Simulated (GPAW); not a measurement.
## How the plane-wave cutoff moves the magnetism of linear Re chain, spacing 2.823 A

Wanted: the cheapest choice of the plane-wave cutoff that holds the magnetic results of linear Re chain, spacing 2.823 A.

Calculated with GPAW 26.7.0; LDA; plane waves with GPAW's PAW setups, scalar-relativistic.

**1. The structure**

The cell holds 1 atom: 1 Re. Cell: a = 12.000 Å, b = 12.000 Å, c = 2.823 Å, α = 90.0°, β = 90.0°, γ = 90.0°. model lattice. Vacuum lies along a and b. The structure's axis is c.

**2. Rung 1 (250 eV), start ferro +**

The ladder starts at a low cutoff and climbs, to see from where on the results stand still.

order1.py reads:

```python
import json
import numpy as np
from ase import Atoms
from ase.parallel import paropen, parprint
from gpaw import GPAW

atoms = Atoms(['Re'],
    cell=[[12.0, 0.0, 0.0],
         [0.0, 12.0, 0.0],
         [0.0, 0.0, 2.823]],
    scaled_positions=[[0.5, 0.5, 0.0]],
    pbc=True,
    magmoms=[1.0])
atoms.calc = GPAW(mode={'name': 'pw', 'ecut': 250},
    xc='LDA',
    kpts={'size': (1, 1, 10), 'gamma': True},
    occupations={'name': 'fermi-dirac', 'width': 0.05},
    convergence={'density': 1e-05, 'energy': 1e-05},
    maxiter=200,
    symmetry={'tolerance': 1e-4},
    txt='order1.txt')
e = atoms.get_potential_energy(force_consistent=True)
res = {'free_energy': e, 'energy_sigma0': atoms.get_potential_energy(), 'fermi_energy': atoms.calc.get_fermi_level()}
res['moments'] = atoms.get_magnetic_moments().tolist()
res['total'] = atoms.get_magnetic_moment()
parprint('site moments (muB):', np.round(res['moments'], 3))
parprint(f"total moment: {res['total']:.3f} muB")
parprint(f'free energy: {e:.6f} eV')
atoms.calc.write('order1.gpw')
with paropen('results.json', 'w') as f:
    json.dump(res, f)
```

The run is started by

```sh
OMP_NUM_THREADS=1 python3 order1.py > order1.log
```

What it wrote:

```text
site moments (muB): [2.421]
total moment: 3.200 muB
free energy: -5.078292 eV

--- order1.txt ---
Input parameters:
  mode=PW(ecut=250),
  convergence={'density': 1e-05, 'energy': 1e-05},
  kpts=MonkhorstPack(size=(1, 1, 10), gamma=True),
  maxiter=200,
  occupations=Occupations(name='fermi-dirac', width=0.05),
  symmetry=Symmetry(tolerance=0.0001),
  xc=XC(name='LDA')

Diagonalizing LCAO Hamiltonian
Converting LCAO to pw mode
        .----------------------------.
       /|                            |
      / |                            |
     /  .----------------------------.
    /  /                            /
   /  /                            /
  /  /                            /
 *  /              Re            /
 | /                            /
 |/                            /
 *----------------------------*

Atoms  # Å, Bohr magnetons
|   | symbol |        x |        y |        z |    initial magnetic moments |
|---|--------|----------|----------|----------|-----------------------------|
| 0 |     Re | 6.000000 | 6.000000 | 0.000000 | ( 0.0000,  0.0000,  1.0000) |

Unit cell  # Å
| periodic |         x |         y |        z |   lengths |    angles |
|----------|-----------|-----------|----------|-----------|-----------|
|      yes | 12.000000 |  0.000000 | 0.000000 | 12.000000 | 90.000000 |
|      yes |  0.000000 | 12.000000 | 0.000000 | 12.000000 | 90.000000 |
|      yes |  0.000000 |  0.000000 | 2.823000 |  2.823000 | 90.000000 |

Number of symmetries: 16

BZ-sampling:
  Number of BZ points: 10
  Number of IBZ points: 6

  Monkhorst-Pack size: [1, 1, 10]
  Monkhorst-Pack shift: [0.0, 0.0, 0.05]

Plane wave coefficients: 3667
Cutoff: 250.0 eV

Spin-components: 2 (collinear spins)
Bands:           12
Projectors:      6
Spin-degeneracy: 1
Datatype:        complex128

Parallelization:
  kpt:    1
  domain: 1
  band:   1

Density:
  Valence electrons: 13.0
  Components: 2
  Grid points: [45 45 12]
  Charge: 0.0  # |e|

Potential:
  Grid points: [45 45 12]

[... setups left out ...]
Reference energy: -453426.430519  # eV

eigensolver:
  PPCG
  Converge bands: occupied
  niter=2

density mixing:
  MSR1-Mixer
  Pratt-step length: 0.05
  Maximum mixing coefficient: 0.75
  Old densities: 10
  SVD Regularization: 0.005
  Good broyden scale: 1.0
  Trust region scale: 1.0
  Backstep threshold: 4.0
  History deletion threshold: 6.0
  Fourier metric: weight=20.0, sigma=0.015

occupation numbers:
  Fermi-Dirac:
    width: 0.0500  # eV

poisson solver:
  ecut: 2000.0  # eV

xc functional:
  name: None

convergence criteria:
- Maximum integral of absolute [dens]ity change: 1e-05 electrons / valence electron
- Maximum [total energy] change in last 3 cyles: 1e-05 eV / valence electron
- Maximum integral of absolute [eigenst]ate change: 4e-08 eV^2 / valence electron
maximum number of iterations: 200

SCF iterations
|iter     |      energy | eigst |  dens |  magmom |
|---------|-------------|-------|-------|---------|
|iter:   1|       0s |   -4.613746 | -0.46 |       |  +1.0009|
|iter:   2|       1s |   -4.601554 | -2.19 | -0.96 |  +1.0319|
|iter:   3|       1s |   -4.949570 | -1.17 | -0.97 |  +2.0569|
|iter:   4|       1s |   -4.993963 | -1.19 | -0.96 |  +2.4855|
|iter:   5|       1s |   -5.055551 | -1.98 | -1.19 |  +2.9341|
|iter:   6|       2s |   -5.070339 | -2.69 | -1.58 |  +3.3316|
|iter:   7|       2s |   -5.071730 | -3.70 | -1.90 |  +3.1750|
|iter:   8|       2s |   -5.072324 | -4.13 | -2.46 |  +3.1848|
|iter:   9|       3s |   -5.072442 | -4.91 | -2.85 |  +3.2006|
|iter:  10|       3s |   -5.072452c| -5.62 | -3.76 |  +3.2027|
|iter:  11|       3s |   -5.072450c| -6.26 | -3.62 |  +3.2003|
|iter:  12|       3s |   -5.072448c| -6.99 | -4.35 |  +3.2000|
|iter:  13|       4s |   -5.072448c| -7.52c| -5.30c|  +3.2000|

Converged in 13 steps
Energy contributions relative to reference atoms: (reference = -453426.430519)

Energy contributions:
  Kinetic:          -7.857936
  Coulomb:           6.825490
  Zero:              0.113050
  External:          0.000000
  Xc:               -4.147208
  Entropy:          -0.011688
  Spinorbit:         0.000000
  ----------------------------
  Free energy:      -5.078292
  Extrapolated:     -5.072448

dipole moment: (-0.000001, -0.000001, -9.654966)  # |e|*Ang

Total magnetic moment: (0.000000, 0.000000, 3.199959)

Local magnetic moments
|        x |        y |        z |
|----------|----------|----------|
| 0.000000 | 0.000000 | 2.421227 |  # Re   0

Fermi level: -4.338
Eigenvalues  # (at kpt = [0.000, 0.000, 0.000])
| band index |      eig [eV] | occ [0-1] |      eig [eV] | occ [0-1] |
|------------|---------------|-----------|---------------|-----------|
|          0 |       -46.729 |     1.000 |       -45.151 |     1.000 |
|          1 |       -46.729 |     1.000 |       -45.151 |     1.000 |
|          2 |       -45.995 |     1.000 |       -45.000 |     1.000 |
|          3 |        -8.561 |     1.000 |        -7.771 |     1.000 |
|          4 |        -6.150 |     1.000 |        -4.501 |     0.963 |
|          5 |        -5.702 |     1.000 |        -3.719 |     0.000 |
|          6 |        -5.700 |     1.000 |        -3.718 |     0.000 |
|          7 |        -3.233 |     0.000 |        -1.886 |     0.000 |
|          8 |        -3.233 |     0.000 |        -1.886 |     0.000 |
|          9 |        -2.252 |     0.000 |        -1.534 |     0.000 |
|         10 |        -2.252 |     0.000 |        -1.534 |     0.000 |
|         11 |         0.371 |     0.000 |         0.468 |     0.000 |

No gap
No difference between direct/indirect transitions
```

Wall time 5.5 s (1 MPI rank of AMD EPYC 9R45, shared host); peak memory 0.19 GiB.

Read from the output:

| Property | Result |
| --- | --- |
| magnetization | 3.200 μB |
| final state | ferromagnetic |
| largest moment | 2.421 μB |

After 13 cycles the largest moment stands at 2.42 μB.

**3. Rung 1 (250 eV), start antiferro q=(0,0,1/2) +-**

The second start gives the energy difference between the two end states, the quantity that is followed up the ladder. Its q is in fractions of the reciprocal vectors of the first run's cell.

order2.py is the script of step 2 with these lines changed:

```diff
@@ -6,12 +6,13 @@
 
-atoms = Atoms(['Re'],
+atoms = Atoms(['Re', 'Re'],
     cell=[[12.0, 0.0, 0.0],
          [0.0, 12.0, 0.0],
-         [0.0, 0.0, 2.823]],
-    scaled_positions=[[0.5, 0.5, 0.0]],
+         [0.0, 0.0, 5.646]],
+    scaled_positions=[[0.5, 0.5, 0.0],
+         [0.5, 0.5, 0.5]],
     pbc=True,
-    magmoms=[1.0])
+    magmoms=[1.0, -1.0])
 atoms.calc = GPAW(mode={'name': 'pw', 'ecut': 250},
     xc='LDA',
-    kpts={'size': (1, 1, 10), 'gamma': True},
+    kpts={'size': (1, 1, 5), 'gamma': True},
     occupations={'name': 'fermi-dirac', 'width': 0.05},
@@ -20,3 +21,3 @@
     symmetry={'tolerance': 1e-4},
-    txt='order1.txt')
+    txt='order2.txt')
 e = atoms.get_potential_energy(force_consistent=True)
@@ -28,3 +29,3 @@
 parprint(f'free energy: {e:.6f} eV')
-atoms.calc.write('order1.gpw')
+atoms.calc.write('order2.gpw')
 with paropen('results.json', 'w') as f:
```

The run is started by

```sh
OMP_NUM_THREADS=1 python3 order2.py > order2.log
```

What it wrote:

```text
site moments (muB): [ 2.795 -2.795]
total moment: 0.000 muB
free energy: -10.529005 eV

--- order2.txt ---
Input parameters:
  mode=PW(ecut=250),
  convergence={'density': 1e-05, 'energy': 1e-05},
  kpts=MonkhorstPack(size=(1, 1, 5), gamma=True),
  maxiter=200,
  occupations=Occupations(name='fermi-dirac', width=0.05),
  symmetry=Symmetry(tolerance=0.0001),
  xc=XC(name='LDA')

Diagonalizing LCAO Hamiltonian
Converting LCAO to pw mode
        .----------------------------.
       /|                            |
      / |                            |
     /  |                            |
    /   |                            |
   /    |                            |
  /     |                            |
 *      .----------Re----------------.
 |     /                            /
 |    /                            /
 |   /                            /
 |  /              Re            /
 | /                            /
 |/                            /
 *----------------------------*

Atoms  # Å, Bohr magnetons
|   | symbol |        x |        y |        z |    initial magnetic moments |
|---|--------|----------|----------|----------|-----------------------------|
| 0 |     Re | 6.000000 | 6.000000 | 0.000000 | ( 0.0000,  0.0000,  1.0000) |
| 1 |     Re | 6.000000 | 6.000000 | 2.823000 | ( 0.0000,  0.0000, -1.0000) |

Number of symmetries: 16

BZ-sampling:
  Number of BZ points: 5
  Number of IBZ points: 3

  Monkhorst-Pack size: [1, 1, 5]
  Monkhorst-Pack shift: [0, 0, 0]

Plane wave coefficients: 7315
Cutoff: 250.0 eV

Spin-components: 2 (collinear spins)
Bands:           20
Projectors:      12
[...]
|iter:  13|       6s |  -10.505397c| -6.89 | -4.03 |  +0.0012|
|iter:  14|       7s |  -10.505397c| -7.24 | -4.14 |  +0.0001|
|iter:  15|       7s |  -10.505398c| -7.54c| -4.67 |  +0.0001|
|iter:  16|       8s |  -10.505398c| -7.92c| -5.36c|  +0.0000|

Converged in 16 steps
Energy contributions relative to reference atoms: (reference = -906852.861038)

Energy contributions:
  Kinetic:         -14.257148
  Coulomb:          12.888502
  Zero:              0.212216
  External:          0.000000
  Xc:               -9.325362
  Entropy:          -0.047213
  Spinorbit:         0.000000
  ----------------------------
  Free energy:     -10.529005
  Extrapolated:    -10.505398

dipole moment: (-0.000002, -0.000002, -19.247085)  # |e|*Ang

Total magnetic moment: (0.000000, 0.000000, 0.000038)

Local magnetic moments
|        x |        y |         z |
|----------|----------|-----------|
| 0.000000 | 0.000000 |  2.795287 |  # Re   0
| 0.000000 | 0.000000 | -2.795250 |  # Re   1

Fermi level: -3.773
Eigenvalues  # (at kpt = [0.000, 0.000, 0.000])
| band index |      eig [eV] | occ [0-1] |      eig [eV] | occ [0-1] |
|------------|---------------|-----------|---------------|-----------|
|          0 |       -46.682 |     1.000 |       -46.682 |     1.000 |
|        ... |               |           |               |           |
|          4 |       -44.932 |     1.000 |       -44.932 |     1.000 |
|          5 |       -44.884 |     1.000 |       -44.884 |     1.000 |
|          6 |        -8.068 |     1.000 |        -8.068 |     1.000 |
|          7 |        -5.871 |     1.000 |        -5.871 |     1.000 |
[...]
|         16 |        -2.257 |     0.000 |        -2.257 |     0.000 |
|         17 |        -1.911 |     0.000 |        -1.911 |     0.000 |
|         18 |        -1.911 |     0.000 |        -1.911 |     0.000 |
|         19 |        -1.052 |     0.000 |        -1.052 |     0.000 |

No gap
No difference between direct/indirect transitions
```

Wall time 10 s (1 MPI rank); peak memory 0.24 GiB.

This step gave:

```yaml
magnetization: 0 μB
final_state: antiferromagnetic
largest_moment: 2.795 μB
```

This start lies -186.2 meV a seeded atom from the first; its largest moment is 2.80 μB.

**4. Rung 2 (325 eV), start ferro +**

order1.py is the script of step 2 with these lines changed:

```diff
@@ -13,3 +13,3 @@
     magmoms=[1.0])
-atoms.calc = GPAW(mode={'name': 'pw', 'ecut': 250},
+atoms.calc = GPAW(mode={'name': 'pw', 'ecut': 325},
     xc='LDA',
```

The run is started by

```sh
OMP_NUM_THREADS=1 python3 order1.py > order1.log
```

What it wrote:

```text
site moments (muB): [2.439]
total moment: 3.200 muB
free energy: -5.254860 eV

--- order1.txt ---
Input parameters:
  mode=PW(ecut=325),
  convergence={'density': 1e-05, 'energy': 1e-05},
  kpts=MonkhorstPack(size=(1, 1, 10), gamma=True),
  maxiter=200,
  occupations=Occupations(name='fermi-dirac', width=0.05),
  symmetry=Symmetry(tolerance=0.0001),
  xc=XC(name='LDA')

Diagonalizing LCAO Hamiltonian
[...]
|          3 |        -8.539 |     1.000 |        -7.748 |     1.000 |
|          4 |        -6.140 |     1.000 |        -4.489 |     0.962 |
[...]
|          8 |        -3.246 |     0.000 |        -1.893 |     0.000 |
|          9 |        -2.243 |     0.000 |        -1.529 |     0.000 |
|         10 |        -2.243 |     0.000 |        -1.529 |     0.000 |
|         11 |         0.373 |     0.000 |         0.471 |     0.000 |

No gap
No difference between direct/indirect transitions


[key lines of the parts left out:]
Free energy:      -5.254860
Converged in 14 steps
dipole moment: (-0.000001, -0.000001, -9.652269)  # |e|*Ang
Fermi level: -4.327
```

It took 6.4 s on 1 MPI rank; peak memory 0.21 GiB.

Numbers from this step:

| Quantity | Value |
| --- | --- |
| magnetization | 3.200 μB |
| final state | ferromagnetic |
| largest moment | 2.439 μB |

The largest moment moves by +0.02 μB from rung 1, at 1.2 times its CPU time.

**5. Rung 2 (325 eV), start antiferro q=(0,0,1/2) +-**

order2.py is the script of step 3 with these lines changed:

```diff
@@ -14,3 +14,3 @@
     magmoms=[1.0, -1.0])
-atoms.calc = GPAW(mode={'name': 'pw', 'ecut': 250},
+atoms.calc = GPAW(mode={'name': 'pw', 'ecut': 325},
     xc='LDA',
```

The run is started by

```sh
OMP_NUM_THREADS=1 python3 order2.py > order2.log
```

What it wrote:

```text
site moments (muB): [ 2.822 -2.822]
total moment: -0.000 muB
free energy: -10.888064 eV

--- order2.txt ---
Input parameters:
  mode=PW(ecut=325),
  convergence={'density': 1e-05, 'energy': 1e-05},
  kpts=MonkhorstPack(size=(1, 1, 5), gamma=True),
  maxiter=200,
  occupations=Occupations(name='fermi-dirac', width=0.05),
  symmetry=Symmetry(tolerance=0.0001),
  xc=XC(name='LDA')

Diagonalizing LCAO Hamiltonian
[...]
|          6 |        -8.046 |     1.000 |        -8.046 |     1.000 |
|          7 |        -5.869 |     1.000 |        -5.869 |     1.000 |
[...]
|         16 |        -2.264 |     0.000 |        -2.264 |     0.000 |
|         17 |        -1.904 |     0.000 |        -1.904 |     0.000 |
|         18 |        -1.904 |     0.000 |        -1.904 |     0.000 |
|         19 |        -1.036 |     0.000 |        -1.036 |     0.000 |

No gap
No difference between direct/indirect transitions


[key lines of the parts left out:]
Free energy:     -10.888064
Converged in 14 steps
dipole moment: (-0.000002, -0.000002, -19.242836)  # |e|*Ang
Fermi level: -3.767
```

Wall time 11 s (1 MPI rank); peak memory 0.29 GiB.

Read from the output:

- magnetization: 0 μB
- final state: antiferromagnetic
- largest moment: 2.822 μB

This start lies -189.2 meV a seeded atom from the first, a change of -3.0 meV since rung 1; its largest moment is 2.82 μB.

**6. Rung 3 (400 eV), start ferro +**

order1.py is the script of step 4 with these lines changed:

```diff
@@ -13,3 +13,3 @@
     magmoms=[1.0])
-atoms.calc = GPAW(mode={'name': 'pw', 'ecut': 325},
+atoms.calc = GPAW(mode={'name': 'pw', 'ecut': 400},
     xc='LDA',
```

The run is started by

```sh
OMP_NUM_THREADS=1 python3 order1.py > order1.log
```

What it wrote:

```text
site moments (muB): [2.44]
total moment: 3.200 muB
free energy: -5.326921 eV

--- order1.txt ---
Input parameters:
  mode=PW(ecut=400),
  convergence={'density': 1e-05, 'energy': 1e-05},
  kpts=MonkhorstPack(size=(1, 1, 10), gamma=True),
  maxiter=200,
  occupations=Occupations(name='fermi-dirac', width=0.05),
  symmetry=Symmetry(tolerance=0.0001),
  xc=XC(name='LDA')

Diagonalizing LCAO Hamiltonian
[...]
|          3 |        -8.537 |     1.000 |        -7.747 |     1.000 |
|          4 |        -6.140 |     1.000 |        -4.489 |     0.962 |
[...]
|          8 |        -3.247 |     0.000 |        -1.893 |     0.000 |
|          9 |        -2.244 |     0.000 |        -1.530 |     0.000 |
|         10 |        -2.244 |     0.000 |        -1.530 |     0.000 |
|         11 |         0.375 |     0.000 |         0.471 |     0.000 |

No gap
No difference between direct/indirect transitions


[key lines of the parts left out:]
Free energy:      -5.326921
Converged in 14 steps
dipole moment: (-0.000001, -0.000001, -9.653807)  # |e|*Ang
Fermi level: -4.327
```

It took 7.9 s on 1 MPI rank; peak memory 0.25 GiB.

This step gave:

```yaml
magnetization: 3.200 μB
final_state: ferromagnetic
largest_moment: 2.440 μB
```

The largest moment is that of rung 2, at 1.2 times its CPU time.

**7. Rung 3 (400 eV), start antiferro q=(0,0,1/2) +-**

order2.py is the script of step 5 with these lines changed:

```diff
@@ -14,3 +14,3 @@
     magmoms=[1.0, -1.0])
-atoms.calc = GPAW(mode={'name': 'pw', 'ecut': 325},
+atoms.calc = GPAW(mode={'name': 'pw', 'ecut': 400},
     xc='LDA',
```

The run is started by

```sh
OMP_NUM_THREADS=1 python3 order2.py > order2.log
```

What it wrote:

```text
site moments (muB): [ 2.824 -2.824]
total moment: -0.000 muB
free energy: -11.033242 eV

--- order2.txt ---
Input parameters:
  mode=PW(ecut=400),
  convergence={'density': 1e-05, 'energy': 1e-05},
  kpts=MonkhorstPack(size=(1, 1, 5), gamma=True),
  maxiter=200,
  occupations=Occupations(name='fermi-dirac', width=0.05),
  symmetry=Symmetry(tolerance=0.0001),
  xc=XC(name='LDA')

Diagonalizing LCAO Hamiltonian
[...]
|          6 |        -8.044 |     1.000 |        -8.044 |     1.000 |
|          7 |        -5.869 |     1.000 |        -5.869 |     1.000 |
[...]
|         16 |        -2.264 |     0.000 |        -2.264 |     0.000 |
|         17 |        -1.904 |     0.000 |        -1.904 |     0.000 |
|         18 |        -1.904 |     0.000 |        -1.904 |     0.000 |
|         19 |        -1.036 |     0.000 |        -1.036 |     0.000 |

No gap
No difference between direct/indirect transitions


[key lines of the parts left out:]
Free energy:     -11.033242
Converged in 15 steps
dipole moment: (-0.000002, -0.000002, -19.245451)  # |e|*Ang
Fermi level: -3.766
```

The job ended after 16 s (1 MPI rank; peak memory 0.36 GiB).

This step gave:

```
magnetization  : 0 μB
final state    : antiferromagnetic
largest moment : 2.824 μB
```

This start lies -189.7 meV a seeded atom from the first, a change of -0.5 meV since rung 2; its largest moment is 2.82 μB.

**8. Rung 4 (500 eV), start ferro +**

order1.py is the script of step 6 with these lines changed:

```diff
@@ -13,3 +13,3 @@
     magmoms=[1.0])
-atoms.calc = GPAW(mode={'name': 'pw', 'ecut': 400},
+atoms.calc = GPAW(mode={'name': 'pw', 'ecut': 500},
     xc='LDA',
```

The run is started by

```sh
OMP_NUM_THREADS=1 python3 order1.py > order1.log
```

What it wrote:

```text
site moments (muB): [2.44]
total moment: 3.200 muB
free energy: -5.355363 eV

--- order1.txt ---
Input parameters:
  mode=PW(ecut=500),
  convergence={'density': 1e-05, 'energy': 1e-05},
  kpts=MonkhorstPack(size=(1, 1, 10), gamma=True),
  maxiter=200,
  occupations=Occupations(name='fermi-dirac', width=0.05),
  symmetry=Symmetry(tolerance=0.0001),
  xc=XC(name='LDA')

Diagonalizing LCAO Hamiltonian
[...]
|          3 |        -8.538 |     1.000 |        -7.748 |     1.000 |
|          4 |        -6.140 |     1.000 |        -4.489 |     0.962 |
[...]
|          8 |        -3.246 |     0.000 |        -1.892 |     0.000 |
|          9 |        -2.245 |     0.000 |        -1.531 |     0.000 |
|         10 |        -2.245 |     0.000 |        -1.531 |     0.000 |
|         11 |         0.374 |     0.000 |         0.471 |     0.000 |

No gap
No difference between direct/indirect transitions


[key lines of the parts left out:]
Free energy:      -5.355363
Converged in 14 steps
dipole moment: (-0.000001, -0.000001, -9.656850)  # |e|*Ang
Fermi level: -4.327
```

Elapsed: 11 s, on 1 MPI rank; peak memory 0.29 GiB.

Read from the output:

```
magnetization  : 3.200 μB
final state    : ferromagnetic
largest moment : 2.440 μB
```

The largest moment is that of rung 3, at 1.4 times its CPU time.

(Part 1 of 2 ends here.)

[Logs and program files are shortened in this print: banners, set-up blocks, solver, clock and traceback lines can be left out without a mark of their own.]

[Logs are printed without paths, hosts, clocks, repeated set-up lines and the standing remarks that a program may print on its own settings, such as how far it seeks lower states.]

[Hosts, paths, dates, database ids (printed as entryN), source tags and the programs' standing remarks are cut or masked in the printed files.]

[Where a cell is said to come from a database of computed structures, the database is the Materials Project.]
